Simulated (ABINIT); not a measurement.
# SrCl2 (Fm-3m): G0W0 in ABINIT against the exchange cutoff, part 2 of 2

Wanted: the cheapest exchange cutoff that holds the gap of SrCl2 (Fm-3m).

ABINIT 10.8.3; PBE and many-body steps on it, plane waves. Known limits of the many-body steps: not at the basis limit; no spin-orbit coupling; coarse k mesh.

So far. Step 2 (Screening, 2×2×2 mesh, 46 bands, screening to 106.1 eV): Local fields lower ε∞ by 15 %. On a Γ-centred mesh this coarse the value itself is usually too large, while a short band sum pulls it down.

### 5. 11.2 Ha

Level of this step: G0W0 on PBE, plane waves, norm-conserving pseudopotentials (ABINIT).

The self-energy is evaluated for the states that the input lists, and the levels follow from it, in one-shot runs by the linearised quasiparticle equation.

Input file run.abi:

```
acell 3*1.0 Angstrom
rprim 
  -0.000000000000 3.488350000000 3.488350000000
  3.488350000000 -0.000000000000 3.488350000000
  3.488350000000 3.488350000000 -0.000000000000
ntypat 2
znucl 38 17
natom 3
typat 1 2 2
xred 
  0.000000000000 0.000000000000 0.000000000000
  0.250000000000 0.250000000000 0.250000000000
  0.750000000000 0.750000000000 0.750000000000
pp_dirpath "pseudos"
pseudos "Sr.upf, Cl.upf"
ecut 28
ngkpt 2 2 2
nshiftk 1
shiftk 0 0 0
kptopt 1
chksymbreak 0
istwfk *1
occopt 1
irdwfk 1
optdriver 4
nband 46
gwcalctyp 0
ecutsigx 11.2
symsigma 1
nkptgw 2
kptgw 
  0.5000000000 0.5000000000 0.0000000000
  0.0000000000 0.0000000000 0.0000000000
bdgw 
  10 14
  10 15
ecuteps 3.9
irdscr 1
ppmodel 1
indata_prefix "in"
outdata_prefix "out"
tmpdata_prefix "tmp"
```

Run with:

```
> OMP_NUM_THREADS=1 mpirun -n 4 abinit run.abi > log
```

The program printed:

```text
.Version 10.8.3 of ABINIT. v10.8.2 released Aug 2026.

 Symmetries : space group Fm -3 m (#225); Bravais cF (face-center cubic)
[... echo of the input left out ...]
== DATASET  1 ==================================================================
-   mpi_nproc: 4, omp_nthreads: 1 (-1 if OMP is not activated)

--- !DatasetInfo
iteration_state: {dtset: 1, }
dimensions: {natom: 3, nkpt: 3, mband: 46, nsppol: 1, nspinor: 1, nspden: 1, mpw: 4088, }
cutoff_energies: {ecut:  28.0, pawecutdg:  -1.0, }
[...]
Band     E0 <VxcDFT>   SigX SigC(E0)      Z dSigC/dE  Sig(E)    E-E0       E
[...]
14   7.776  -9.730  -4.684  -2.663   0.864  -0.158  -7.672   2.058   9.834
       15   7.776  -9.730  -4.684  -2.663   0.864  -0.158  -7.672   2.058   9.834

== END DATASET(S) ==============================================================
================================================================================

 -outvars: echo values of variables after computation  --------
           etotal      0.0000000000E+00
            nband          46
             nkpt           3
          spgroup         225
 [... the other variables as echoed above ...]

 Calculation completed.
```

Run time: 3.4 s. Hardware: 4 MPI ranks of Arm Neoverse V1, shared host; peak memory 0.47 GiB.

This step gave:

| Quantity | Value |
| --- | --- |
| G0W0 gap on the points computed | 7.219 eV |
| starting gap on the mesh | 5.343 eV |
| k of the valence top | 0.5, 0.5, 0 |
| k of the conduction bottom | 0, 0, 0 |
| least direct G0W0 gap on the computed points | 7.633 eV |

The gap on the mesh goes from 5.34 eV to 7.22 eV, a correction of +1.88 eV.

### 6. 19.6 Ha

run.abi, as its differences from that of step 5:

```diff
@@ -27,3 +27,3 @@
 gwcalctyp 0
-ecutsigx 11.2
+ecutsigx 19.6
 symsigma 1
```

The program printed:

```text
.Version 10.8.3 of ABINIT. v10.8.2 released Aug 2026.

 Symmetries : space group Fm -3 m (#225); Bravais cF (face-center cubic)
[... echo of the input left out ...]
== DATASET  1 ==================================================================
-   mpi_nproc: 4, omp_nthreads: 1 (-1 if OMP is not activated)

--- !DatasetInfo
iteration_state: {dtset: 1, }
dimensions: {natom: 3, nkpt: 3, mband: 46, nsppol: 1, nspinor: 1, nspden: 1, mpw: 4088, }
cutoff_energies: {ecut:  28.0, pawecutdg:  -1.0, }
[...]
Band     E0 <VxcDFT>   SigX SigC(E0)      Z dSigC/dE  Sig(E)    E-E0       E
[...]
14   7.776  -9.730  -4.691  -2.663   0.864  -0.158  -7.677   2.053   9.828
       15   7.776  -9.730  -4.691  -2.663   0.864  -0.158  -7.677   2.053   9.828

== END DATASET(S) ==============================================================
================================================================================

 -outvars: echo values of variables after computation  --------
           etotal      0.0000000000E+00
            nband          46
             nkpt           3
          spgroup         225
 [... the other variables as echoed above ...]

 Calculation completed.
```

Wall time 3.6 s (4 MPI ranks); peak memory 0.55 GiB; 14 s of CPU time.

This step gave:

- G0W0 gap on the points computed: 7.217 eV
- starting gap on the mesh: 5.343 eV
- k of the valence top: 0.5, 0.5, 0
- k of the conduction bottom: 0, 0, 0
- least direct G0W0 gap on the computed points: 7.631 eV

Against the run before, the gap moves by −0.002 eV.

### 7. 28 Ha

run.abi, as its differences from that of step 6:

```diff
@@ -27,3 +27,3 @@
 gwcalctyp 0
-ecutsigx 19.6
+ecutsigx 28
 symsigma 1
```

The program printed:

```text
.Version 10.8.3 of ABINIT. v10.8.2 released Aug 2026.

 Symmetries : space group Fm -3 m (#225); Bravais cF (face-center cubic)
[... echo of the input left out ...]
== DATASET  1 ==================================================================
-   mpi_nproc: 4, omp_nthreads: 1 (-1 if OMP is not activated)

--- !DatasetInfo
iteration_state: {dtset: 1, }
dimensions: {natom: 3, nkpt: 3, mband: 46, nsppol: 1, nspinor: 1, nspden: 1, mpw: 4088, }
cutoff_energies: {ecut:  28.0, pawecutdg:  -1.0, }
[...]
Band     E0 <VxcDFT>   SigX SigC(E0)      Z dSigC/dE  Sig(E)    E-E0       E
[...]
14   7.776  -9.730  -4.691  -2.663   0.864  -0.158  -7.677   2.053   9.828
       15   7.776  -9.730  -4.691  -2.663   0.864  -0.158  -7.677   2.053   9.828

== END DATASET(S) ==============================================================
================================================================================

 -outvars: echo values of variables after computation  --------
           etotal      0.0000000000E+00
            nband          46
             nkpt           3
          spgroup         225
 [... the other variables as echoed above ...]

 Calculation completed.
```

Wall time 3.6 s (4 MPI ranks); peak memory 0.57 GiB; 14 s of CPU time.

This step gave:

```yaml
g0w0_gap_on_the_points_computed: 7.217 eV
starting_gap_on_the_mesh: 5.343 eV
k_of_the_valence_top: 0.5, 0.5, 0
k_of_the_conduction_bottom: 0, 0, 0
least_direct_g0w0_gap_on_the_computed_points: 7.631 eV
```

Against the run before, the gap moves by +0.000 eV.

### 8. The runs together

Times are wall times on 4 MPI ranks of Arm Neoverse V1, shared host, good to a factor of about two. A run's time includes the screening step that it read.

```csv
run,mesh,bands,screening cutoff (eV),DFT gap (eV),gap on the mesh (eV),direct (eV),ε∞ used,time
2.8 Ha,2×2×2,46,106.1,5.343,6.861,7.297,2.89,6.5 s
5.6 Ha,2×2×2,46,106.1,5.343,7.150,7.566,2.89,6.7 s
11.2 Ha,2×2×2,46,106.1,5.343,7.219,7.633,2.89,6.8 s
19.6 Ha,2×2×2,46,106.1,5.343,7.217,7.631,2.89,7 s
28 Ha,2×2×2,46,106.1,5.343,7.217,7.631,2.89,7.1 s
```

### 9. Outcome

| Quantity | Value |
| --- | --- |
| 2.8 Ha | 6.861 eV |
| 5.6 Ha | 7.150 eV |
| 11.2 Ha | 7.219 eV |
| 19.6 Ha | 7.217 eV |
| 28 Ha | 7.217 eV |
| known limits | not at the basis limit; no spin-orbit coupling; coarse k mesh |

What this shows: The setting moved: exchange cutoff. From 2.8 Ha to 28 Ha the gap moves by +0.36 eV. It holds to 0.03 eV from 11.2 Ha on. Bands and screening cutoff are coupled, so a series along one setting does not show full convergence. Below the screening cutoff the correlation part is cut too. Bands and cutoff are finite, so the gap is not at the basis limit. The miss can reach some tenths of an eV and take either sign; the mesh is an error of its own. In the first G0W0 run levels were corrected at 2 k points alone, so a gap called «on the mesh» is the least over those, and an edge elsewhere would be missed. The 2×2×2 mesh is coarse for this cell, which bears on the long-range parts of exchange and screening. The many-body steps are scalar-relativistic: spin-orbit coupling is not in them.

[Paths, hosts, dates, memory and timing lines, banners, echoed tables and standing remarks are left out of the program output.]

[Logs are printed without paths, hosts, clocks, repeated set-up lines and the standing remarks that a program may print on its own settings, such as how far it seeks lower states.]

[Runs of the session that timed out or met a known fault of the program may be left out.]

[No measured gap is set beside runs whose start may be inverted or whose files or cutoffs have a known fault.]

[Hosts, paths, dates, database ids (printed as entryN), source tags and the programs' standing remarks are cut or masked in the printed files.]

[G0W0 gaps are taken among the corrected bands and points alone; a level outside them can change the order at an edge.]

[Where Ansatz stands beside ABINIT at settings called matched, ABINIT's density can come from a denser mesh and the files from another edition; pairs whose starting gaps differed by over 0.03 eV were left out, so agreement reads better than it is.]
